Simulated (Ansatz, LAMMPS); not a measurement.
# A frame of liquid 1,3,5-triphenylbenzene from 473 K (126 atoms): geometry optimisation, part 2 of 2

How does a frame of liquid 1,3,5-triphenylbenzene from 473 K (126 atoms) relax, and what do bonds, charges and levels look like afterwards?

Ansatz 0.2.0; Kohn-Sham DFT, r2SCAN+D4, PAW (set soft_2), plane waves.

The cell: 72 C and 54 H. The network of contacts between molecules at the start is that of the classical potential that made the cell. The density was typed from a rule of thumb and may lie off the real one at this temperature. Only the Γ point is sampled, in a cell whose shortest periodic width is 11 Å.

So far, density (g/cm³): step 5 (structure statistics after relaxation) 1.03.

### 6. Single point at the relaxed geometry (continued)

Electrostatic potential energy in the ac plane at fractional y = 0.258, with atoms of H and C within 0.2 Å of it. With pseudopotentials it is smooth inside the atoms' cores, unlike the true potential.

Ten even steps from '_' (-39 eV) to '@' (6 eV), each cell a mean:
```
%%%%%%%%##@@@@@@@@@@@@@@@@%%%%##**%%@@@@@@@@@@@@@@@@@@@@@@@@@@@@
@@@@@@@@@@@@@@@@@@@@@@@@@@@@@@@@%%@@@@@@@@@@@@@@@@@@@@@@@@@@@@@@
@@@@@@@@@@@@@@@@@@@@@@@@@@@@@@@@@@@@@@@@@@@@@@@@##**##%%@@@@@@@@
@@@@@@@@@@@@@@@@@@@@@@@@@@@@@@@@@@@@@@@@@@@@%%++..__::%%@@@@@@@@
@@@@@@@@@@@@@@@@@@@@@@@@@@@@@@@@@@@@@@@@%%****==____..##@@@@@@@@
@@@@@@@@@@@@@@@@@@@@@@@@@@@@@@@@@@@@@@@@##::::++++==##@@@@@@@@@@
@@@@@@@@@@@@@@@@@@@@@@@@@@@@@@@@@@@@@@##==--++##%%@@@@@@@@@@@@@@
@@@@@@@@@@@@@@@@@@@@@@@@@@@@@@@@@@%%##..____++%%@@@@@@@@@@@@@@@@
@@@@@@@@@@@@@@@@@@@@@@@@@@@@@@@@@@++--::__..**@@@@@@@@@@@@@@@@@@
@@@@@@@@@@@@@@@@@@@@@@@@@@@@@@@@@@##**######@@@@@@@@@@@@@@@@@@@@
%%@@@@@@@@@@@@@@@@@@@@@@@@@@@@@@@@@@@@@@@@@@@@@@@@@@@@@@@@%%++**
##%%@@@@@@@@@@@@@@@@@@@@@@@@@@@@@@@@@@@@@@@@@@@@@@@@@@@@@@%%----
%%@@@@@@@@@@@@@@@@@@@@@@@@@@@@@@@@@@####@@@@@@@@@@@@@@@@@@@@%%%%
@@@@@@@@@@@@@@@@@@@@@@@@@@@@@@@@@@%%::--%%@@@@@@@@@@@@@@@@@@@@@@
@@%%%%@@@@@@@@@@@@@@@@@@%%%%@@@@@@@@%%%%@@@@@@@@@@@@@@@@@@@@@@@@
%%==--%%@@@@@@@@@@@@@@##..==%%@@@@@@@@@@@@@@@@@@@@@@@@@@@@@@@@@@
@@##**%%@@@@@@@@@@@@@@%%==::++%%@@@@@@@@@@@@@@@@@@@@@@@@@@@@@@@@
@@@@@@@@@@@@@@@@@@@@@@##..____++%%@@@@@@@@@@@@@@@@@@@@@@@@@@@@@@
@@@@@@@@@@@@@@@@@@@@@@##::__..**%%@@@@@@@@@@%%##%%####%%@@@@@@@@
@@@@@@@@@@@@@@@@@@@@@@%%##**##%%@@@@@@@@@@@@%%##**..__--%%@@@@@@
@@%%@@@@@@@@@@@@@@@@@@%%%%%%%%@@@@@@@@@@@@@@@@%%**..__::##%%@@@@
--::++%%@@@@@@@@@@@@@@@@%%####%%%%@@@@@@@@@@@@@@%%##**##%%@@%%##
____..**##@@@@@@@@@@@@%%**====--==##@@@@@@@@@@@@@@@@@@@@@@@@%%==
::..--::::%%@@@@@@@@@@@@##++++....**%%@@@@@@@@@@@@@@@@@@@@@@@@##
```
Columns run along a (11.4 Å; values clipped at the 3rd and 97th percentile), rows up along c (11.4 Å). Atoms in or near the plane, at fractional coordinates: H at (0.96, 0.53), H at (0.06, 0.34), C at (0.03, 0.05), H at (0.12, 0.01), C at (0.78, 0.82), C at (0.64, 0.66), C at (0.42, 0.25), H at (0.58, 0.43), H at (0.39, 0.34).

Valence density in the ac plane at fractional y = 0.258, with atoms of H and C within 0.2 Å of it. It is the smooth field of the valence electrons, not physical close to the nuclei.

Ten even steps from '0' (0.0 e/Å³) to '9' (1.9 e/Å³), each cell a mean:
```
12221000000011234210000000000000
00000000000000011100000001100000
00000000000000000000000135410000
00000000000000000000012479720000
00000000000000000000135899731000
00000000000000000001467655320000
00000000000000000013796311100000
00000000000000000147995100000000
00000000000000001489863100000000
00000000000000000243321000000000
21000000000000000000000000000145
41000000000000000000000000000278
21000000000000000122000000000123
11100000000000000144100000000000
12210000000011000011000000000000
14410000000265200000000000000000
02210000000389520000000000000000
00000000000379852000000000000000
00000000001379742100001223221000
00000000001354311000001357863100
11100000001232100000000147973101
55310000000133322100000013431113
89862000000146885210000000000015
57885100000135896310000000000013
```
Columns run along a (11.4 Å), rows up along c (11.4 Å). Atoms in or near the plane, at fractional coordinates: H at (0.96, 0.53), H at (0.06, 0.34), C at (0.03, 0.05), H at (0.12, 0.01), C at (0.78, 0.82), C at (0.64, 0.66), C at (0.42, 0.25), H at (0.58, 0.43), H at (0.39, 0.34).

Mean Löwdin charges: C -0.09, H +0.20 e (they miss 1.3 % of the electrons, so they add up to more than the cell's charge). The largest share in the top eV of filled states is C p (100 % of the projected weight), and in the lowest eV of empty states C p (98 % of the projected weight).

A closer look about C24, picked at random: 8 atoms, nearest first, numbered in the order of the input, with positions taken from that point.

```
atom      x      y      z  distance (Å)  bonds  Löwdin charge (e)
 C24   0.00   0.00   0.00          0.00      3              -0.14
 H42  -0.76   0.77  -0.07          1.08      1               0.19
  C7  -0.18  -1.06   0.89          1.40      3               0.05
 C17   1.11   0.05  -0.84          1.40      3               0.05
 C16   2.06  -0.97  -0.76          2.40      3              -0.14
  C8   0.76  -2.08   0.93          2.40      3              -0.14
  C6  -1.35  -1.08   1.79          2.49      3               0.04
 C18   1.29   1.17  -1.79          2.50      3               0.04
```

The column of bonds counts only the pairs C-C within 1.85 Å, C-H within 1.34 Å; other neighbours, such as metal atoms beside each other in a compound, aren't counted, and periodic images can show an atom twice.

### 7. A changed input

The input is spoilt on purpose; the run shows how that looks.

The input, input.yaml:

```yaml
crystal:
  lattice:
    - [11.40104, 0.0, 0.0]
    - [0.0, 11.40104, 0.0]
    - [0.0, 0.0, 11.40104]
  atoms:
    [... the 126 atom lines of step 3 ...]
kpoints:
  mp_grid: { grid: [1, 1, 1] }
hamiltonian:
  xc: r2scan
  dispersion: d4
scf:
  occupations: { method: gaussian, width: 2.0 }
  max_iter: 60
output:
  forces: true
```

Launch:

```bash
ansatz run input.yaml --threads 4 --pin off --max-ram 8192MiB --backend cpu --events-out ev --progress --plain --runs-dir out
```

Run time: 26 s. Hardware: 4 threads of AMD EPYC 9R45, shared host; peak memory 4.2 GiB; 99 s of CPU time.

The SCF closed, but on a changed input, so its numbers are not taken as the system's.

The fault in the input: a smearing of electronvolts (scf.occupations.method = "gaussian" and scf.occupations.width = 2.0). The fix is to set scf.occupations.method back to "fixed" and take out scf.occupations.width.

How far it lies from the reference, the single point at the start:

- r.m.s. difference of force components: 140.4 meV/Å
- longest difference of force vectors: 660.6 meV/Å
- force difference over r.m.s. force: 11.14 %

### 8. Summary of results

```json
{
 "energy change in the relaxation": "-59.32 meV/atom",
 "r.m.s. displacement": "0.552 Å",
 "largest displacement": "1.391 Å",
 "free energy per atom": "-150.6666 eV/atom",
 "pressure": "-0.5087 GPa",
 "r.m.s. force component": "0.00602 eV/Å",
 "gap (highest filled to lowest empty level)": "3.551 eV",
 "wall time of the 4 DFT runs": "3.7 min"
}
```

In words: Relaxation lowers the energy by 59.3 meV/atom and moves atoms by 0.55 Å r.m.s.; the r.m.s. force component goes from 1.3 to 0.0060 eV/Å, the pressure goes from 1.7 to -0.51 GPa, and the gap from 3.53 to 3.55 eV. By the final cutoffs no bond was broken or made. From the first step to the last the energy fell by 7.475 eV, and the largest move was 1.39 Å (H76). The C-C bonds go from 1.398 Å (spread 0.040) to 1.403 Å (spread 0.027). Counting bonds as in the table, all C atoms have 3 and all H atoms have 1 bonded neighbour. Between filled and empty levels lie 3.55 eV (at Γ alone); a semilocal functional tends to put such gaps too low. In a disordered cell it changes from sample to sample and from frame to frame.

**Limits.** The network of contacts between molecules at the start is that of the classical potential that made the cell; in DFT atoms moved by 0.55 Å r.m.s.

[Logs are printed without paths, hosts, clocks, repeated set-up lines and the standing remarks that a program may print on its own settings, such as how far it seeks lower states.]

[Hosts, paths, dates, database ids (printed as entryN), source tags and the programs' standing remarks are cut or masked in the printed files.]
